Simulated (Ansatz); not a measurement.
# What Be4Bi2O (built on the sites of a database entry of Ca4Bi2O) distorts into, part 2 of 3

Which phase does Be4Bi2O (built on the sites of a database entry of Ca4Bi2O) fall into along its unstable mode, and how much energy does it gain?

Ansatz 0.2.0; DFT PBEsol, scalar-relativistic, plane waves, PAW.

So far, lowest frequency on the path (cm⁻¹): step 2 (the dispersion) -443. Also highest frequency on the path or at a solved wavevector (cm⁻¹): step 2 957.

The structure was built from a prototype and need not be the compound's stable phase.

### Step 4. The mode frozen in, largest atomic shift 0.32 Å

The atoms are moved along the unstable eigenvector, the largest shift by 0.32 Å, with the cell fixed.

input.yaml

```yaml
crystal:
  lattice:
    - [-2.0757496891, 2.0757496891, 5.9826857501]
    - [2.0757496891, -2.0757496891, 5.9826857501]
    - [2.0757496891, 2.0757496891, -5.9826857501]
  atoms:
    - { symbol: Be, position: [0.3699222426, 0.3910975159, 0.0211752733] }
    - { symbol: Be, position: [0.5, 0.0770805848, 0.5770805848] }
    - { symbol: Be, position: [0.6300777574, 0.6512530308, 0.0211752733] }
    - { symbol: Be, position: [0.0, 0.5038112581, 0.5038112581] }
    - { symbol: Bi, position: [0.1523523208, 0.1516680565, -0.0006842643] }
    - { symbol: Bi, position: [0.8476476792, 0.8469634149, -0.0006842643] }
    - { symbol: O, position: [0.5, 0.4484538195, -0.0515461805] }
kpoints:
  mp_grid: { grid: [12, 12, 12] }
hamiltonian:
  xc: pbesol
scf:
  occupations: { method: methfessel_paxton, width: 0.2 }
output:
  forces: true
  stress: true
  eigenvalues: true
```

Launch:

```bash
$ ansatz run input.yaml --threads 8 --pin off --max-ram 14336MiB --backend cpu --events-out ev --progress --plain --runs-dir out
```

Numbers of over 12 decimals in the logs are rounded to 6 here.

What it wrote:

```text
[...]
Crystal: 7 atoms, lattice volume = 103.111 Å³
Basis set: ecut = 420 eV, 2007 PW (Γ), FFT grids on a1+a3, a2+a3, a3, exchange–correlation on 60×60×90 points (8 copies of the dense FFT grid, shifted against one another)
Bands: 29, of which v1, the nominal top of the filled ones, is band 22 counted from 1 (21 counted from 0)
Symmetry: 4 space group operations
[...]
k-point 0: bands = [... 18 lower, 8.3299, 8.6520, 9.4723, 10.1158, 10.8517, 11.4993, 11.9541, 14.2925, ... 3 higher]
  k-point 1: bands = [... 18 lower, 7.9920, 8.8748, 9.4313, 9.4977, 11.4117, 12.3290, 12.5006, 13.9343, ... 3 higher]
  k-point 2: bands = [... 18 lower, 7.3147, 7.7842, 8.7527, 10.7690, 12.4060, 12.8104, 13.4812, 13.6795, ... 3 higher]
  k-point 279: bands = [... 18 lower, 8.2513, 8.6351, 10.2296, 10.2764, 10.5679, 10.6111, 12.5045, 13.1312, ... 3 higher]
[key lines of the parts left out:]
SCF converged after 7 iterations
Free energy (F): -25404.479811 eV
Fermi energy:    10.880639 eV
P = ⅓ Tr σ = 1.8950 GPa (18.950 kbar)
```

Wall time 7.8 s (8 threads of AMD EPYC 7R43, shared host); peak memory 0.96 GiB; 58 s of CPU time.

Numbers from this step:

| Quantity | Value |
| --- | --- |
| pressure | 1.895 GPa |
| energy from the undistorted cell | -35.60 meV/atom |

The energy, extrapolated to zero smearing, is -35.60 meV/atom against the undistorted cell.

The run ends at a pressure of 1.89 GPa, with forces up to 1.0 eV/Å.

### Step 5. Energy along the mode, all amplitudes (two of the runs are shown above)

An imaginary frequency means negative curvature, so the energy should fall and then rise again as anharmonic terms take over.

This step gave:

```
depth at the lowest point sampled  : 35.60 meV/atom
largest atomic shift at that point : 0.32 Å
```

Table of energy from the parent by largest atomic shift:

| largest atomic shift (Å) | energy from the parent (meV/atom) |
| --- | --- |
| 0.000 | 0 |
| 0.040 | -1.43 |
| 0.080 | -5.57 |
| 0.140 | -15.7 |
| 0.220 | -31.5 |
| 0.320 | -35.6 |
| 0.450 | 68.2 |

Displacement at unit largest shift by atom:

```csv
atom,x (Å),y (Å),z (Å),size
Be1,0.28,0.00,0.00,0.28
Be2,1.00,0.00,0.00,1.00
Be3,0.28,0.00,0.00,0.28
Be4,0.05,0.00,0.00,0.05
Bi5,-0.01,0.00,0.00,0.01
Bi6,-0.01,0.00,0.00,0.01
O7,-0.67,0.00,0.00,0.67
```

The lowest of the steps tried is at 0.32 Å, 35.6 meV/atom below the parent; the bottom of the well need not coincide with a step.

### Step 6. Relaxing from the distorted cell

Starting from the lowest point found, all atoms and the cell are let go, so that strain and other modes of the same symmetry can join in.

input.yaml: that of step 4 with these lines changed.

```diff
@@ -23 +23,6 @@
   eigenvalues: true
+relax:
+  adjacent_minimum: "off"
+  f_tol: 0.002
+  max_steps: 120
+  cell: { stress_tol: 0.03 }
```

What it wrote:

```text
[...]
Crystal: 7 atoms, lattice volume = 103.111 Å³
Basis set: ecut = 420 eV, 2007 PW (Γ), FFT grids on a1+a3, a2+a3, a3, exchange–correlation on 60×60×90 points (8 copies of the dense FFT grid, shifted against one another)
Bands: 29, of which v1, the nominal top of the filled ones, is band 22 counted from 1 (21 counted from 0)
Symmetry: 4 space group operations
[...]
k-points: 280 of 1728 (time reversal used)
[...]
SCF iter   1: F=—  HF=-25404.511319 eV  |F-HF|=—  |Δ(HF+E_count)|=         —  Δρ=8.63e-3  dr2=9.59e-2  ethr=1.77e-3  ⟨swp⟩=7.0  Hψ=42037  notcnv=0
[...]
SCF iter   7: F=-25404.479811 eV  HF=-25404.479811 eV  |F-HF|=1.09e-8  |Δ(HF+E_count)|=   2.16e-7  S|Δr|=    0.00e0  Δρ=4.69e-6  dr2=2.78e-8  ethr=2.27e-10  ⟨swp⟩=8.1  Hψ=42693  notcnv=0
SCF 1 converged in 7 iterations: F = -25404.479811 eV  dr2 = 2.78e-8
[...]
relax step   1: F+E_penalty+E_count = -25404.47981058 eV  Δ(F+E_penalty+E_count) = +0.000e0 eV  max|allowed force component| = 1.002e0 eV/Å  Δτ_max = 0.0000 Å  P = +1.895 GPa  Ω = 103.111 Å³  (7 SCF iters, dr2 threshold 1.00e-7 eV, accepted)
Crystal: 7 atoms, lattice volume = 106.793 Å³
Basis set: ecut = 420 eV, 2039 PW (Γ), FFT grids on a1+a3, a2+a3, a3, exchange–correlation on 60×60×90 points (8 copies of the dense FFT grid, shifted against one another)
[...]
SCF iter   6: F=-25404.705257 eV  HF=-25404.705257 eV  |F-HF|=1.37e-7  |Δ(HF+E_count)|=   5.56e-9  S|Δr|=    0.00e0  Δρ=2.27e-5  dr2=6.04e-7  ethr=1.59e-9  ⟨swp⟩=6.0  Hψ=43570  notcnv=0
SCF 2 converged in 6 iterations: F = -25404.705257 eV  dr2 = 6.04e-7
[...]
relax step   2: F+E_penalty+E_count = -25404.70525678 eV  Δ(F+E_penalty+E_count) = -2.254e-1 eV  max|allowed force component| = 6.582e-1 eV/Å  Δτ_max = 0.1966 Å  P = -0.358 GPa  Ω = 106.793 Å³  energy of the carried Pulay correction = -3.187e-3 eV  (6 SCF iters, dr2 threshold 7.00e-7 eV, accepted)
Crystal: 7 atoms, lattice volume = 107.689 Å³
Basis set: ecut = 420 eV, 2087 PW (Γ), FFT grids on a1+a3, a2+a3, a3, exchange–correlation on 60×60×90 points (8 copies of the dense FFT grid, shifted against one another)
[...]
SCF iter   6: F=-25404.889057 eV  HF=-25404.889057 eV  |F-HF|=5.22e-8  |Δ(HF+E_count)|=   6.94e-7  S|Δr|=    0.00e0  Δρ=1.70e-5  dr2=3.49e-7  ethr=1.59e-9  ⟨swp⟩=5.7  Hψ=42267  notcnv=0
SCF 3 converged in 6 iterations: F = -25404.889057 eV  dr2 = 3.49e-7
relax step   3: F+E_penalty+E_count = -25404.88905678 eV  Δ(F+E_penalty+E_count) = -1.838e-1 eV  max|allowed force component| = 1.145e0 eV/Å  Δτ_max = 0.1341 Å  P = -0.207 GPa  Ω = 107.689 Å³  energy of the carried Pulay correction = -3.945e-3 eV  (6 SCF iters, dr2 threshold 7.00e-7 eV, accepted)
[... from here on, the SCF cycles and remarks between the steps are left out ...]
relax step   4: F+E_penalty+E_count = -25405.14943877 eV  Δ(F+E_penalty+E_count) = -2.604e-1 eV  max|allowed force component| = 8.389e-1 eV/Å  Δτ_max = 0.1776 Å  P = -1.731 GPa  Ω = 107.740 Å³  energy of the carried Pulay correction = -3.988e-3 eV  (7 SCF iters, dr2 threshold 7.00e-7 eV, accepted)
relax step   5: F+E_penalty+E_count = -25405.40349603 eV  Δ(F+E_penalty+E_count) = -2.541e-1 eV  max|allowed force component| = 5.400e-1 eV/Å  Δτ_max = 0.2000 Å  P = +0.191 GPa  Ω = 105.647 Å³  energy of the carried Pulay correction = -2.207e-3 eV  (7 SCF iters, dr2 threshold 7.00e-7 eV, accepted)
relax step   6: F+E_penalty+E_count = -25405.42255324 eV  Δ(F+E_penalty+E_count) = -1.906e-2 eV  max|allowed force component| = 1.992e-1 eV/Å  Δτ_max = 0.0548 Å  P = +0.210 GPa  Ω = 105.841 Å³  energy of the carried Pulay correction = -2.373e-3 eV  (6 SCF iters, dr2 threshold 7.00e-7 eV, accepted)
relax step   7: F+E_penalty+E_count = -25405.43267539 eV  Δ(F+E_penalty+E_count) = -1.012e-2 eV  max|allowed force component| = 1.382e-1 eV/Å  Δτ_max = 0.0337 Å  P = +0.054 GPa  Ω = 106.213 Å³  energy of the carried Pulay correction = -2.692e-3 eV  (5 SCF iters, dr2 threshold 7.00e-7 eV, accepted)
relax step   8: F+E_penalty+E_count = -25405.43169826 eV  Δ(F+E_penalty+E_count) = +9.771e-4 eV  max|allowed force component| = 2.147e-1 eV/Å  Δτ_max = 0.0207 Å  P = +0.279 GPa  Ω = 106.184 Å³  energy of the carried Pulay correction = -2.667e-3 eV  (5 SCF iters, dr2 threshold 7.00e-7 eV, rejected (line search))
relax step   9: F+E_penalty+E_count = -25405.43384090 eV  Δ(F+E_penalty+E_count) = -1.166e-3 eV  max|allowed force component| = 1.231e-2 eV/Å  Δτ_max = 0.0076 Å  P = +0.026 GPa  Ω = 106.338 Å³  energy of the carried Pulay correction = -2.799e-3 eV  (9 SCF iters, accepted)
relax step  10: F+E_penalty+E_count = -25405.43380088 eV  Δ(F+E_penalty+E_count) = +4.003e-5 eV  max|allowed force component| = 1.936e-3 eV/Å  Δτ_max = 0.0011 Å  P = -0.013 GPa  Ω = 106.406 Å³  energy of the carried Pulay correction = -2.857e-3 eV  (5 SCF iters, dr2 threshold 9.47e-9 eV, accepted)
relax step  11: F+E_penalty+E_count = -25405.44496726 eV  Δ(F+E_penalty+E_count) = -1.117e-2 eV  max|allowed force component| = 6.994e-3 eV/Å  Δτ_max = 0.0000 Å  P = +0.132 GPa  Ω = 106.406 Å³  stress off target by 3.16e-1 GPa  SCF on the basis re-selected at this cell (its energy is not comparable with the rows above)  (8 SCF iters)
relax step  12: F+E_penalty+E_count = -25405.44507518 eV  Δ(F+E_penalty+E_count) = -1.079e-4 eV  max|allowed force component| = 7.712e-3 eV/Å  Δτ_max = 0.0019 Å  P = +0.003 GPa  Ω = 106.584 Å³  energy of the carried Pulay correction = -1.524e-4 eV  (4 SCF iters, dr2 threshold 2.49e-7 eV, accepted)
relax step  13: F+E_penalty+E_count = -25405.44507254 eV  Δ(F+E_penalty+E_count) = +2.643e-6 eV  max|allowed force component| = 2.686e-3 eV/Å  Δτ_max = 0.0016 Å  P = -0.001 GPa  Ω = 106.604 Å³  energy of the carried Pulay correction = -1.686e-4 eV  (5 SCF iters, dr2 threshold 3.72e-9 eV, accepted)
relax step  14: F+E_penalty+E_count = -25405.44507885 eV  Δ(F+E_penalty+E_count) = -6.311e-6 eV  max|allowed force component| = 6.288e-4 eV/Å  Δτ_max = 0.0003 Å  P = -0.000 GPa  Ω = 106.599 Å³  energy of the carried Pulay correction = -1.636e-4 eV  (5 SCF iters, dr2 threshold 4.51e-10 eV, accepted)
Basis set: ecut = 420 eV, 2091 PW (Γ), FFT grids on a1+a3, a2+a3, a3, exchange–correlation on 60×64×90 points (8 copies of the dense FFT grid, shifted against one another)
[...]
SCF iter   5: F=-25405.445247 eV  HF=-25405.445247 eV  |F-HF|=3.64e-12  |Δ(HF+E_count)|=  2.91e-11  S|Δr|=    0.00e0  Δρ=1.52e-7  dr2=1.44e-11  ethr=1.00e-12  ⟨swp⟩=7.4  Hψ=42315  notcnv=0
SCF 15 converged in 5 iterations: F = -25405.445247 eV  dr2 = 1.44e-11
relax step  15: F+E_penalty+E_count = -25405.44524677 eV  Δ(F+E_penalty+E_count) = -1.679e-4 eV  max|allowed force component| = 6.936e-4 eV/Å  Δτ_max = 0.0000 Å  P = +0.000 GPa  Ω = 106.599 Å³  stress off target by 5.86e-3 GPa  SCF on the basis re-selected at this cell (its energy is not comparable with the rows above)  (5 SCF iters)
[...]
SCF converged after 5 iterations
[...]
Free energy (F): -25405.445247 eV
[...]
Internal energy: -25405.445111 eV  (E = F + TS)
E sigma→0 (E₀):  -25405.445213 eV
Entropy (-TS):   -0.000136 eV (-0.019 meV/atom)
Fermi energy:    9.869056 eV
[...]
--- Forces (eV/Å), atoms counted from 1 ---
  atom   1  Be     0.00038880     0.00000000    -0.00041569
  atom   2  Be    -0.00069377     0.00000000    -0.00000000
  atom   3  Be     0.00038880    -0.00000000     0.00041569
  atom   4  Be     0.00005263     0.00000000     0.00000000
  atom   5  Bi    -0.00027100    -0.00000000    -0.00011852
  atom   6  Bi    -0.00027100     0.00000000     0.00011852
  atom   7  O      0.00040444    -0.00000000     0.00000000
  max |Σ_I F_I| component: 1.09e-6 eV/Å
--- Stress (GPa, compression-positive) ---
        0.005863      -0.000000      -0.000000
       -0.000000      -0.004535       0.000000
       -0.000000       0.000000      -0.001010
  P = ⅓ Tr σ = 0.0001 GPa (0.001 kbar)
--- Band table (eV; the first three rows and the last of 280) ---
  k-point 0: bands = [... 18 lower, 7.6475, 8.4418, 8.7923, 9.0967, 9.1879, 10.6954, 10.7566, 13.2376, ... 3 higher]
  k-point 1: bands = [... 18 lower, 7.4997, 7.8509, 8.3860, 9.1430, 9.8207, 11.2742, 11.3643, 13.3424, ... 3 higher]
  k-point 2: bands = [... 18 lower, 6.6946, 7.1632, 7.8418, 10.0585, 10.7752, 11.9058, 12.3291, 13.3372, ... 3 higher]
  k-point 279: bands = [... 18 lower, 7.6061, 8.2052, 8.5559, 9.9547, 10.4061, 11.2424, 11.7234, 12.4103, ... 3 higher]
--- Relaxed structure (13 steps of the walk, 12 accepted, 2 SCFs on fresh bases) ---
  F+E_penalty+E_count = -25405.44524677 eV   max|allowed force component| = 6.936e-4 eV/Å   (the final SCF, on the basis selected at the relaxed cell)
  cell:  # Å, volume = 106.5986 Å³
    - [-2.245998, 2.136625, 5.553335]
    - [2.245998, -2.136625, 5.553335]
    - [2.245998, 2.136625, -5.553335]
  atoms:
    - { symbol: Be, position: [0.385950, 0.524123, 0.138173] }
    - { symbol: Be, position: [0.5, 0.073382, 0.573382] }
    - { symbol: Be, position: [0.614050, 0.752224, 0.138173] }
    - { symbol: Be, position: [0, 0.396870, 0.396870] }
    - { symbol: Bi, position: [0.161501, 0.112440, -0.049062] }
    - { symbol: Bi, position: [0.838499, 0.789437, -0.049062] }
    - { symbol: O, position: [0.500000, 0.421852, -0.078148] }
```

The job ended after 2 min (8 threads; peak memory 1.1 GiB; 15 min of CPU time).

Relaxation path:

```csv
step,energy less that of the first step (eV),largest force component (eV/Å),pressure (GPa),volume (Å³)
1,0.0000,1.0019,1.89,103.11
2,-0.2254,0.6582,-0.36,106.79
3,-0.4092,1.1451,-0.21,107.69
4,-0.6696,0.8389,-1.73,107.74
5,-0.9237,0.5400,0.19,105.65
6,-0.9427,0.1992,0.21,105.84
7,-0.9529,0.1382,0.05,106.21
8,-0.9519,0.2147,0.28,106.18
9,-0.9540,0.0123,0.03,106.34
10,-0.9540,0.0019,-0.01,106.41
11*,-0.9652,0.0070,0.13,106.41
12,-0.9653,0.0077,0.00,106.58
13,-0.9653,0.0027,0.00,106.60
14,-0.9653,0.0006,0.00,106.60
15*,-0.9654,0.0007,0.00,106.60
```

Relaxation steps marked * repeat the geometry before them on a plane-wave basis chosen anew for their cell, so energy and pressure can jump there. Relaxation step 8 was tried and not accepted.

Forces are held to the 4 operations that the run works with; a distortion that breaks them can't arise in this run.

| conventional cell, symmetrised | before | after | change |
| --- | --- | --- | --- |
| a (Å) | 4.151 | 4.273 | +2.9 % |
| b (Å) | 11.965 | 11.107 | -7.2 % |
| c (Å) | 4.151 | 4.492 | +8.2 % |
| volume (Å³/atom) | 14.73 | 15.23 | +3.4 % |

The atoms that moved most (Å, as changes of fractional coordinates times the final cell):

```
atom      dx     dy      dz  length
 Be1   0.526  0.000   0.178   0.555
 Be3   0.526  0.000  -0.178   0.555
 Be4  -0.480  0.000   0.000   0.480
 Bi6  -0.217  0.000  -0.102   0.240
 Bi5  -0.217  0.000   0.102   0.240
  O7  -0.119  0.000   0.000   0.119
 Be2  -0.017  0.000   0.000   0.017
```

Numbers from this step:

```
pressure        : 1.06e-4 GPa
volume per atom : 15.23 Å³
```

The distorted start has space group Imm2; the relaxation ends in Imm2.

### Step 7. The new phase in its own primitive cell

The relaxed structure is symmetrised, reduced to its primitive cell and relaxed tightly, as its phonons need.

input.yaml

```yaml
crystal:
  lattice:
    - [-2.1366247127, 5.5533349902, 2.2459976061]
    - [2.1366247127, -5.5533349902, 2.2459976061]
    - [2.1366247127, 5.5533349902, -2.2459976061]
  atoms:
    - { symbol: Be, position: [0.2477764276, 0.8618268108, 0.3859496168] }
    - { symbol: Be, position: [0.9266175975, 0.4266175975, 0.5] }
    - { symbol: Be, position: [0.4758771941, 0.8618268108, 0.6140503832] }
    - { symbol: Be, position: [0.6031296142, 0.6031296142, 0.0] }
    - { symbol: Bi, position: [0.2105628409, 0.0490616083, 0.1615012326] }
    - { symbol: Bi, position: [0.8875603757, 0.0490616083, 0.8384987674] }
    - { symbol: O, position: [0.5781482697, 0.0781482697, 0.5] }
kpoints:
  mp_grid: { grid: [12, 12, 12] }
hamiltonian:
  xc: pbesol
scf:
  occupations: { method: methfessel_paxton, width: 0.2 }
output:
  forces: true
  stress: true
  eigenvalues: true
relax:
  adjacent_minimum: "off"
  f_tol: 0.001
  max_steps: 60
  cell: { stress_tol: 0.01 }
```

What it wrote:

```text
[...]
Crystal: 7 atoms, lattice volume = 106.599 Å³
Basis set: ecut = 420 eV, 2091 PW (Γ), FFT grids on a1+a2, a2+a3, a3, exchange–correlation on 64×60×90 points (8 copies of the dense FFT grid, shifted against one another)
Bands: 29, of which v1, the nominal top of the filled ones, is band 22 counted from 1 (21 counted from 0)
Symmetry: 4 space group operations
[...]
atoms:
    - { symbol: Be, position: [0.247776, 0.861826810825, 0.385949616775] }
    - { symbol: Be, position: [0.9266175975, 0.4266175975, 0.5] }
    - { symbol: Be, position: [0.47587719405, 0.861826810825, 0.614050383225] }
    - { symbol: Be, position: [0.6031296142, 0.6031296142, 0.0] }
    - { symbol: Bi, position: [0.210563, 0.049062, 0.1615012326] }
    - { symbol: Bi, position: [0.887560, 0.049062, 0.838499] }
    - { symbol: O, position: [0.5781482697, 0.0781482697, 0.5] }
[key lines of the parts left out:]
SCF converged after 8 iterations
Free energy (F): -25405.445247 eV
Fermi energy:    9.869056 eV
P = ⅓ Tr σ = 0.0001 GPa (0.001 kbar)
```

Run time: 19 s. Hardware: 8 threads; peak memory 1.1 GiB.

Little changed from the start: no atom moved by 0.005 Å and no cell edge by 0.1 %.

This step gave:

```yaml
pressure: 1.09e-4 GPa
```

The largest force component left is 0.69 meV/Å and the pressure is 0.000 GPa, within the tolerances set. The cell now holds 15.23 Å³/atom.

(Part 2 of 3 ends here.)

[Logs are printed without paths, hosts, clocks, repeated set-up lines and the standing remarks that a program may print on its own settings, such as how far it seeks lower states.]

[Hosts, paths, dates, database ids (printed as entryN), source tags and the programs' standing remarks are cut or masked in the printed files.]
